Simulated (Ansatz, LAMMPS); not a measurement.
# Relaxing amorphous 92HfO2-8Y2O3 (mol %) (79 atoms), part 4 of 4

Aim: bring amorphous 92HfO2-8Y2O3 (mol %) (79 atoms) to a nearby minimum of the energy and see what moves.

Ansatz 0.2.0; Kohn-Sham DFT, PBE, PAW (set soft_2), plane waves.

The cell: 23 Hf, 4 Y and 52 O. The quench rate of 50 K/ps is many orders above laboratory rates. The network of bonds at the start is that of the classical potential that made the cell. Only the Γ point is sampled in the main run, in a cell whose shortest periodic width is 10 Å. No spin–orbit coupling is included.

So far. Step 4 (Cell and atoms relaxed): The relaxation changed the energy by -39.9 meV/atom, and atoms moved by 0.21 Å r.m.s., 0.64 Å at most. Step 7 (K-mesh 2×2×2): Forces differ from those of the single point at the relaxed geometry by 17 meV/Å r.m.s.; the energy by -1.6 meV/atom and the gap by -0.058 eV. It took 8.6 min and 10 cycles; the reference's time can't be set against it, since the two runs asked for unlike analyses.

## Step 8: Functional HSE06

HSE06 mixes in a quarter of exact exchange at short range, which counters self-interaction, at a higher cost.

This step: Kohn-Sham DFT, HSE06, PAW (set soft_2), plane waves (Ansatz 0.2.0).

Contents of input.yaml:

```yaml
crystal:
  lattice:
    - [10.26264, 0.04273, -0.20925]
    - [0.04273, 10.0181, 0.24847]
    - [-0.20925, 0.24847, 10.30054]
  atoms:
    [... the 79 atom lines of step 6 ...]
kpoints:
  mp_grid: { grid: [1, 1, 1] }
hamiltonian:
  xc: hse06
scf:
  occupations: { method: fermi_dirac, width: 0.025 }
output:
  forces: true
  stress: true
  populations: true
  dos:
    method: { smearing: { sigma: 0.08 } }
    de: 0.05
    projected: { site_lists: { Hf: [Hf], O: [O], "Y": ["Y"] } }
  eigenvalues: true
```

Run with:

```console
ansatz run input.yaml --threads 4 --pin off --max-ram 8192MiB --backend cpu --events-out ev --progress --plain --runs-dir out
```

Numbers of over 12 decimals in the logs are rounded to 6 here.

Log:

```text
Warning: output.stress: scf.convergence.dr2_threshold = 1e-7 eV (the SCF's general default) is looser than the 1.6e-9 eV advised for a printed stress (1e-10 eV for each atom of the cell: 79, of which 16 are counted). What an SCF threshold leaves in a stress goes as its square root, and in the free energy as the threshold itself, and one threshold admits the most on a small cell: [...]
Warning: output.stress: scf.exx.energy_threshold = 1e-6 eV is looser than the 1.6e-7 eV advised for a stress under a hybrid functional (1e-8 eV for each atom of the cell: 79, of which 16 are counted). Every SCF of the exchange loop can meet its threshold on dr2 while the loop round them stops early: [...]
exact exchange: scf.exx.singularity resolves to wigner_seitz, which cuts the screened interaction at the faces of the exchange supercell's Wigner-Seitz cell, so that each pair interacts once, at the shortest of its separations (the periodic images that this leaves out come, [...]
[...]
Crystal: 79 atoms, lattice volume = 1057.925 Å³
Basis set: ecut = 420 eV, 20671 PW (Γ), exchange–correlation on 144×144×144 points (8 copies of the dense FFT grid, shifted against one another)
Bands: 573, of which v1, the nominal top of the filled ones, is band 477 counted from 1 (476 counted from 0)
Symmetry: 1 space group operations
[...]
k-points: 1
[...]
SCF iter   1: F=—  HF=-406626.911512 eV  |F-HF|=—  |Δ(HF+E_count)|=         —  Δρ=3.60e-3  dr2=1.33e-1  ethr=1.77e-3  ⟨swp⟩=6.0  Hψ=2318  notcnv=0
[...]
SCF iter   5: F=-406626.925834 eV  HF=-406626.925813 eV  |F-HF|=2.03e-5  |Δ(HF+E_count)|=   6.49e-4  Δρ=1.67e-4  dr2=1.88e-4  ethr=1.88e-8  ⟨swp⟩=4.0  Hψ=2408  notcnv=0  defer=3
SCF 1 stopped early in 5 iterations: F = -406626.925834 eV  dr2 = 1.88e-4
[...]
Exchange kernel: α = 0.2500, screened, ω = 0.2079 Å⁻¹, Wigner–Seitz truncation, v(0) = 914.9056 eV·Å³, q-mesh 1×1×1, nearest image of the exchange supercell L = 10.02 Å, pair-density grid 50×48×50, without the augmentation charges, whose exchange is taken in its separable form (sized by the pseudopotential files, [...]
Frozen-core exchange: fock
SCF iter   1: F=—  HF=-406639.338842 eV  |F-HF|=—  |Δ(HF+E_count)|=         —  Δρ=1.06e-2  dr2=1.50e0  ethr=1.97e-7  ⟨swp⟩=8.0  Hψ=3135  notcnv=0
[...]
SCF iter   7: F=—  HF=-406638.351261 eV  |F-HF|=—  |Δ(HF+E_count)|=   5.53e-3  Δρ=2.27e-4  dr2=4.72e-4  ethr=3.10e-8  ⟨swp⟩=5.0  Hψ=1899  notcnv=0
SCF iter   8: F=-406638.351077 eV  HF=-406638.351107 eV  |F-HF|=3.03e-5  |Δ(HF+E_count)|=   1.53e-4  Δρ=5.41e-5  dr2=4.33e-5  ethr=3.10e-8  ⟨swp⟩=4.0  Hψ=1439  notcnv=0
SCF 2 stopped early in 8 iterations: F = -406638.351077 eV  dr2 = 4.33e-5
  Residual-converged pass: ⟨swp⟩=4.0  Hψ=1683  notcnv=0  max |occ|·‖R‖ = 5.3e-6 eV (tolerance 6.7e-6 eV)  dr2=4.41e-5  dr2_onsite=4.60e-6  max |Δocc| = 0.0e0
[...]
hybrid outer 1: dexx = +4.955e-1 eV, tail = 1.16e-2 eV
[...]
Frozen-core exchange: fock
SCF iter   1: F=—  HF=-406638.328554 eV  |F-HF|=—  |Δ(HF+E_count)|=         —  Δρ=1.17e-4  dr2=9.31e-5  ethr=6.05e-6  ⟨swp⟩=10.0  Hψ=1195  notcnv=0
[...]
SCF iter   6: F=—  HF=-406638.328658 eV  |F-HF|=—  |Δ(HF+E_count)|=   8.64e-8  Δρ=1.49e-6  dr2=1.84e-8  ethr=3.29e-11  ⟨swp⟩=4.0  Hψ=1225  notcnv=0
SCF iter   7: F=-406638.328658 eV  HF=-406638.328658 eV  |F-HF|=1.05e-9  |Δ(HF+E_count)|=   3.43e-9  Δρ=4.55e-7  dr2=1.20e-8  ethr=1.25e-11 (applied; sched 1.00e-12)  ⟨swp⟩=2.0  Hψ=1050  notcnv=0
SCF 3 converged in 7 iterations: F = -406638.328658 eV  dr2 = 1.20e-8
[...]
hybrid outer 2: dexx = +5.412e-5 eV, tail = 1.34e-6 eV, Δε = 1.00e-2 eV (about 2.66e-4 eV left of the loop's levels), ΔF = 1.46e-2 eV/Å (tail 2.77e-3)
[...]
Frozen-core exchange: fock
SCF iter   1: F=—  HF=-406638.328651 eV  |F-HF|=—  |Δ(HF+E_count)|=         —  Δρ=3.47e-6  dr2=1.15e-7  ethr=7.05e-10  ⟨swp⟩=20.0  Hψ=1667  notcnv=2
[...]
SCF iter   2: F=-406638.328651 eV  HF=-406638.328651 eV  |F-HF|=4.19e-9  |Δ(HF+E_count)|=   3.20e-8  Δρ=9.60e-7  dr2=8.48e-9  ethr=1.86e-11 (applied; sched 1.13e-11)  ⟨swp⟩=4.0  Hψ=1565  notcnv=0
SCF 4 converged in 2 iterations: F = -406638.328651 eV  dr2 = 8.48e-9
[...]
hybrid SCF converged: 3 outer / 17 inner (+5 warm-up), last move |dexx| = 2.70e-8 eV, tail = 2.08e-8 eV
Stability not checked: this state was not tested for a lower state beside it, because the functional holds exact exchange (a hybrid, or Hartree-Fock), whose exchange loop this test does not read (fock_operator; see scf.lower_state_search)
Free energy (F): -406638.328651 eV
Frozen-core exchange: fock
[...]
Internal energy: -406638.328651 eV  (E = F + TS)
E sigma→0 (E₀):  -406638.328651 eV
Fermi energy:    12.735995 eV
[...]
Σ components = -406638.328651   (vs F -406638.328651, Δ=5.82e-11)
--- Forces (eV/Å), atoms counted from 1 ---
  atom   1  Hf     0.10719126     0.04505788    -0.11189645
  atom   2  Hf     0.03602702    -0.13765697     0.02540348
  atom   3  Hf    -0.04425916    -0.04396918     0.06469692
  atom   4  Hf     0.02406309     0.00546799    -0.07558105
[...]
atom  79  O      0.19006767     0.00101707     0.09470524
  max |Σ_I F_I| component: 2.13e-5 eV/Å
--- Stress (GPa, compression-positive) ---
       -4.315776       0.071192      -0.019043
        0.071192      -4.430423      -0.022789
       -0.019043      -0.022789      -4.576232
  P = ⅓ Tr σ = -4.4408 GPa (-44.408 kbar)
--- Band table (eV) ---
[...]
--- Löwdin populations: 79 sites ---
  site symbol       q [e]
     0     Hf     24.3649
     1     Hf     24.4006
     2     Hf     24.4422
[...]
78      O      6.7512
  spilling = 0.003046 (of n_electrons = 954.000000)
```

Wall time 17 min (4 threads of Arm Neoverse N1, shared host); peak memory 4.4 GiB; 65 min of CPU time.

The program notes that the exchange threshold is loose for the stress and the SCF threshold is loose for the stress.

Geometry and reference: those of the single point at the relaxed geometry.

Forces differ from those of the single point at the relaxed geometry by 103 meV/Å r.m.s.; the pressure by -4.4 GPa and the gap by +1.6 eV. It took 17 min and 22 cycles; the reference's time can't be set against it, since the two runs asked for unlike analyses.

Numbers from this run:

| Property | Result |
| --- | --- |
| free energy | -406638.3287 eV |
| free energy per atom | -5147.3206 eV/atom |
| SCF cycles | 22 |
| pressure | -4.441 GPa |
| r.m.s. force component | 0.1031 eV/Å |
| longest force | 0.3283 eV/Å |
| Fermi energy | 12.74 eV |
| gap (highest filled to lowest empty level) | 5.343 eV |
| spilling of the projection | 0.003046 |

Length of the force by element and coordination:

| element | coordination | atoms | mean length of the force (eV/Å) | spread | least | most |
| --- | --- | --- | --- | --- | --- | --- |
| Hf | all | 23 | 0.127 | 0.0504 | 0.0451 | 0.265 |
| Hf | 5 | 1 | 0.144 | 0 | 0.144 | 0.144 |
| Hf | 6 | 19 | 0.131 | 0.0517 | 0.0572 | 0.265 |
| Hf | 7 | 3 | 0.0934 | 0.0346 | 0.0451 | 0.124 |
| O | all | 52 | 0.185 | 0.0721 | 0.0608 | 0.328 |
| O | 2 | 3 | 0.269 | 0.069 | 0.172 | 0.325 |
| O | 3 | 37 | 0.176 | 0.0611 | 0.0608 | 0.299 |
| O | 4 | 12 | 0.193 | 0.088 | 0.0881 | 0.328 |
| Y | all | 4 | 0.0884 | 0.045 | 0.0233 | 0.150 |
| Y | 5 | 1 | 0.150 | 0 | 0.150 | 0.150 |
| Y | 6 | 1 | 0.0233 | 0 | 0.0233 | 0.0233 |
| Y | 7 | 2 | 0.0901 | 0.0026 | 0.0875 | 0.0926 |

Löwdin charges by element and coordination (they lack the spilled electrons, 0.037 e an atom on average):

| element | coordination | atoms | mean charge (e) | spread | least | most |
| --- | --- | --- | --- | --- | --- | --- |
| Hf | all | 23 | 1.57 | 0.0341 | 1.47 | 1.64 |
| Hf | 5 | 1 | 1.60 | 0 | 1.60 | 1.60 |
| Hf | 6 | 19 | 1.57 | 0.0283 | 1.51 | 1.64 |
| Hf | 7 | 3 | 1.54 | 0.0526 | 1.47 | 1.59 |
| O | all | 52 | -0.741 | 0.0212 | -0.790 | -0.696 |
| O | 2 | 3 | -0.702 | 0.0042 | -0.705 | -0.696 |
| O | 3 | 37 | -0.743 | 0.0176 | -0.780 | -0.703 |
| O | 4 | 12 | -0.747 | 0.0236 | -0.790 | -0.711 |
| Y | all | 4 | 1.33 | 0.0344 | 1.29 | 1.38 |
| Y | 5 | 1 | 1.38 | 0 | 1.38 | 1.38 |
| Y | 6 | 1 | 1.30 | 0 | 1.30 | 1.30 |
| Y | 7 | 2 | 1.31 | 0.0237 | 1.29 | 1.34 |

Density of states as counts of states in windows of 1 eV (from the Fermi level), total and the larger projections:

| from (eV) | to (eV) | total | O p | Hf d |
| --- | --- | --- | --- | --- |
| -14 | -8 | 0.0 | 0.0 | 0.0 |
| -8 | -7 | 34.8 | 24.6 | 7.2 |
| -7 | -6 | 63.4 | 46.7 | 12.6 |
| -6 | -5 | 63.0 | 50.1 | 8.6 |
| -5 | -4 | 67.0 | 58.3 | 5.1 |
| -4 | -3 | 70.8 | 65.2 | 2.9 |
| -3 | -2 | 13.0 | 12.2 | 0.4 |
| -2 | 2 | 0.0 | 0.0 | 0.0 |
| 2 | 3 | 3.8 | 0.4 | 2.6 |
| 3 | 4 | 31.4 | 3.0 | 22.8 |
| 4 | 5 | 53.5 | 5.5 | 37.3 |

Between -26 and -14 eV lie 450 more states.

The stored curve holds about 762 of the 954 electrons; the rest, give or take the few that broadening carries across the Fermi level, lie in deeper levels below its range.

The levels nearest the highest filled one (over half full), pooled over k-points and spins:

| level less the highest filled one (eV) | occupation |
| --- | --- |
| -0.260 | 2 |
| -0.213 | 2 |
| -0.195 | 2 |
| -0.116 | 2 |
| -0.0804 | 2 |
| 0 | 2 |
| 5.34 | 0 |
| 5.68 | 0 |
| 5.73 | 0 |
| 5.93 | 0 |
| 5.98 | 0 |
| 6.16 | 0 |

## Step 9: Functional r2SCAN (500 eV)

The meta-GGA r2SCAN uses the kinetic energy density as well as the density and its gradient. Besides, the cutoff goes from 420 to 500 eV.

This step: Kohn-Sham DFT, r2SCAN, PAW (set soft_2), plane waves (Ansatz 0.2.0).

input.yaml, as its differences from that of step 8:

```diff
@@ -10,3 +10,3 @@
 hamiltonian:
-  xc: hse06
+  xc: r2scan
 scf:
```

Log:

```text
[...]
Crystal: 79 atoms, lattice volume = 1057.925 Å³
Basis set: ecut = 500 eV, 26833 PW (Γ), exchange–correlation on 300×300×320 points (64 copies of the dense FFT grid, shifted against one another)
Bands: 573, of which v1, the nominal top of the filled ones, is band 477 counted from 1 (476 counted from 0)
Symmetry: 1 space group operations
[...]
k-points: 1
[...]
SCF iter   1: F=—  HF=-407016.087553 eV  |F-HF|=—  |Δ(HF+E_count)|=         —  Δρ=1.10e-2  dr2=1.26e0  dr2_τ=4.95e0  ethr=1.77e-3  ⟨swp⟩=5.0  Hψ=1775  notcnv=0  defer=69
[...]
SCF iter   9: F=—  HF=-407017.090441 eV  |F-HF|=—  |Δ(HF+E_count)|=   5.81e-7  Δρ=8.65e-6  dr2=7.95e-7  dr2_τ=6.99e-8  ethr=4.12e-10  ⟨swp⟩=2.0  Hψ=957  notcnv=0  defer=91
SCF iter  10: F=-407017.090441 eV  HF=-407017.090441 eV  |F-HF|=4.68e-8  |Δ(HF+E_count)|=   1.37e-7  Δρ=2.44e-6  dr2=7.93e-8  dr2_τ=6.14e-9  ethr=1.05e-11  ⟨swp⟩=10.0  Hψ=2714  notcnv=0
SCF 1 converged in 10 iterations: F = -407017.090441 eV  dr2 = 7.93e-8
[...]
SCF converged after 10 iterations
Free energy (F): -407017.090441 eV
[...]
Internal energy: -407017.090441 eV  (E = F + TS)
E sigma→0 (E₀):  -407017.090441 eV
Fermi energy:    12.890561 eV
[...]
Σ components = -407017.090441   (vs F -407017.090441, Δ=0.00e0)
--- Forces (eV/Å), atoms counted from 1 ---
  atom   1  Hf     0.06323462     0.02329829    -0.07456886
  atom   2  Hf     0.02078788    -0.09858414    -0.00381255
  atom   3  Hf    -0.01823222    -0.02514599     0.04090571
  atom   4  Hf     0.01193763     0.03684775    -0.06467828
[...]
atom  79  O      0.18679115    -0.04510712     0.06282583
  max |Σ_I F_I| component: 1.76e-4 eV/Å
--- Stress (GPa, compression-positive) ---
       -4.392916       0.057345      -0.028077
        0.057345      -4.448785       0.014278
       -0.028077       0.014277      -4.557599
  P = ⅓ Tr σ = -4.4664 GPa (-44.664 kbar)
--- Band table (eV) ---
[...]
--- Löwdin populations: 79 sites ---
  site symbol       q [e]
     0     Hf     24.4234
     1     Hf     24.4602
     2     Hf     24.4955
[...]
78      O      6.7269
  spilling = 0.002835 (of n_electrons = 954.000000)
```

Run time: 1.7 min. Hardware: 4 threads; peak memory 3.4 GiB.

Geometry and reference: those of the single point at the relaxed geometry.

Forces differ from those of the single point at the relaxed geometry by 79 meV/Å r.m.s.; the pressure by -4.5 GPa and the gap by +0.48 eV. It took 1.7 min and 10 cycles; the reference's time can't be set against it, since the two runs asked for unlike analyses.

## Step 10: Functional PBEsol

PBEsol restores the gradient expansion of exchange for slowly varying densities and usually gives shorter bonds in solids than PBE.

This step: Kohn-Sham DFT, PBEsol, PAW (set soft_2), plane waves (Ansatz 0.2.0).

input.yaml, as its differences from that of step 9:

```diff
@@ -10,3 +10,3 @@
 hamiltonian:
-  xc: r2scan
+  xc: pbesol
 scf:
```

Log:

```text
[...]
Crystal: 79 atoms, lattice volume = 1057.925 Å³
Basis set: ecut = 420 eV, 20671 PW (Γ), exchange–correlation on 144×144×144 points (8 copies of the dense FFT grid, shifted against one another)
Bands: 573, of which v1, the nominal top of the filled ones, is band 477 counted from 1 (476 counted from 0)
Symmetry: 1 space group operations
[...]
k-points: 1
[...]
SCF iter   1: F=—  HF=-403234.155123 eV  |F-HF|=—  |Δ(HF+E_count)|=         —  Δρ=1.60e-2  dr2=2.32e0  ethr=1.77e-3  ⟨swp⟩=4.0  Hψ=1753  notcnv=0  defer=67
[...]
SCF iter   9: F=—  HF=-403233.607778 eV  |F-HF|=—  |Δ(HF+E_count)|=   1.31e-6  Δρ=9.09e-6  dr2=8.15e-7  ethr=1.71e-10  ⟨swp⟩=2.0  Hψ=958  notcnv=0  defer=91
SCF iter  10: F=-403233.607778 eV  HF=-403233.607777 eV  |F-HF|=7.07e-8  |Δ(HF+E_count)|=   8.22e-8  Δρ=2.52e-6  dr2=9.94e-8  ethr=1.05e-11  ⟨swp⟩=10.0  Hψ=2908  notcnv=0
SCF 1 converged in 10 iterations: F = -403233.607778 eV  dr2 = 9.94e-8
[...]
SCF converged after 10 iterations
Free energy (F): -403233.607778 eV
[...]
Internal energy: -403233.607778 eV  (E = F + TS)
E sigma→0 (E₀):  -403233.607778 eV
Fermi energy:    12.823174 eV
[...]
Σ components = -403233.607778   (vs F -403233.607778, Δ=0.00e0)
--- Forces (eV/Å), atoms counted from 1 ---
  atom   1  Hf     0.02945941    -0.03143262    -0.08970097
  atom   2  Hf     0.01685474    -0.08438088    -0.05997348
  atom   3  Hf    -0.00090189    -0.02011089     0.00977393
  atom   4  Hf     0.06792422    -0.00475916    -0.07299678
[...]
atom  79  O      0.11468421    -0.00189810     0.11519957
  max |Σ_I F_I| component: 1.32e-4 eV/Å
--- Stress (GPa, compression-positive) ---
       -5.798035       0.070003      -0.001104
        0.070003      -5.871311       0.041686
       -0.001104       0.041686      -5.922886
  P = ⅓ Tr σ = -5.8641 GPa (-58.641 kbar)
--- Band table (eV) ---
[...]
--- Löwdin populations: 79 sites ---
  site symbol       q [e]
     0     Hf     24.5519
     1     Hf     24.5809
     2     Hf     24.6224
[...]
78      O      6.6648
  spilling = 0.002802 (of n_electrons = 954.000000)
```

Elapsed: 55 s, on 4 threads; peak memory 1.8 GiB; 3.5 min of CPU time.

Geometry and reference: those of the single point at the relaxed geometry.

Forces differ from those of the single point at the relaxed geometry by 77 meV/Å r.m.s.; the pressure by -5.8 GPa and the gap by -0.080 eV.

## Step 11: What each setting buys

Differences are against the single point at the relaxed geometry (Kohn-Sham DFT, PBE, PAW (set soft_2), plane waves), whose r.m.s. force component is 0.00592 eV/Å. Energies are set beside the reference only for runs with its functional, potentials and electron count. Times are for 4 threads of Arm Neoverse N1, shared host. The reference's time includes grids, which some other runs skip.

| run | Δ force, r.m.s. (meV/Å) | Δ energy (meV/atom) | Δ pressure (GPa) | Δ gap (eV) | cycles | time | host memory (GiB) |
| --- | --- | --- | --- | --- | --- | --- | --- |
| reference | - | - | - | - | 10 | 55 s | 1.8 |
| k-mesh 2×2×2 | 16.6 | -1.59 | 0.0086 | -0.0582 | 10 | 8.6 min | 5.7 |
| functional HSE06 | 103 | - | -4.43 | 1.55 | 22 | 17 min | 4.4 |
| functional r2SCAN (500 eV) | 78.5 | - | -4.45 | 0.476 | 10 | 1.7 min | 3.4 |
| functional PBEsol | 77.0 | - | -5.85 | -0.0804 | 10 | 55 s | 1.8 |

## Step 12: Results

- energy change in the relaxation: -39.93 meV/atom
- r.m.s. displacement: 0.208 Å
- largest displacement: 0.639 Å
- free energy per atom: -5147.1750 eV/atom
- pressure: -0.01471 GPa
- r.m.s. force component: 0.00592 eV/Å
- gap (highest filled to lowest empty level): 3.793 eV
- wall time of the 7 DFT runs: 41 min

In words: Relaxation lowers the energy by 39.9 meV/atom and moves atoms by 0.21 Å r.m.s.; the r.m.s. force component goes from 0.41 to 0.0059 eV/Å. Displacements are taken in the final cell, so they leave out its strain. By the final cutoffs 1 of 161 bonded pairs parted and 5 joined. The cell shrank by 4.6 % in volume. First to last step the energy falls by 3.154 eV, across changes of basis; the largest move, 0.64 Å, is that of O34. The O-Hf bonds change most in mean length: from 2.144 Å (spread 0.075) to 2.127 Å (spread 0.107), and their number from 139 to 140. With the cutoffs above, 83 % of Hf atoms have 6, 71 % of O atoms have 3 and 50 % of Y atoms have 7 bonded neighbours. The highest filled and lowest empty levels differ by 3.79 eV (at Γ alone); a semilocal functional tends to put such gaps too low. In a disordered cell it changes from sample to sample, and tail or defect levels can set it.

Among the changes of functional, dispersion, potentials or spin set against this reference, functional HSE06 moves the forces most, by 103 meV/Å r.m.s. The gap changes by +1.55 eV with HSE06.

What to keep in mind: The starting topology of bonds comes from the classical model; in DFT 1 of its 161 bonded pairs passed out of the cutoffs and 5 came within them.

[Logs are printed without paths, hosts, clocks, repeated set-up lines and the standing remarks that a program may print on its own settings, such as how far it seeks lower states.]

[Hosts, paths, dates, database ids (printed as entryN), source tags and the programs' standing remarks are cut or masked in the printed files.]
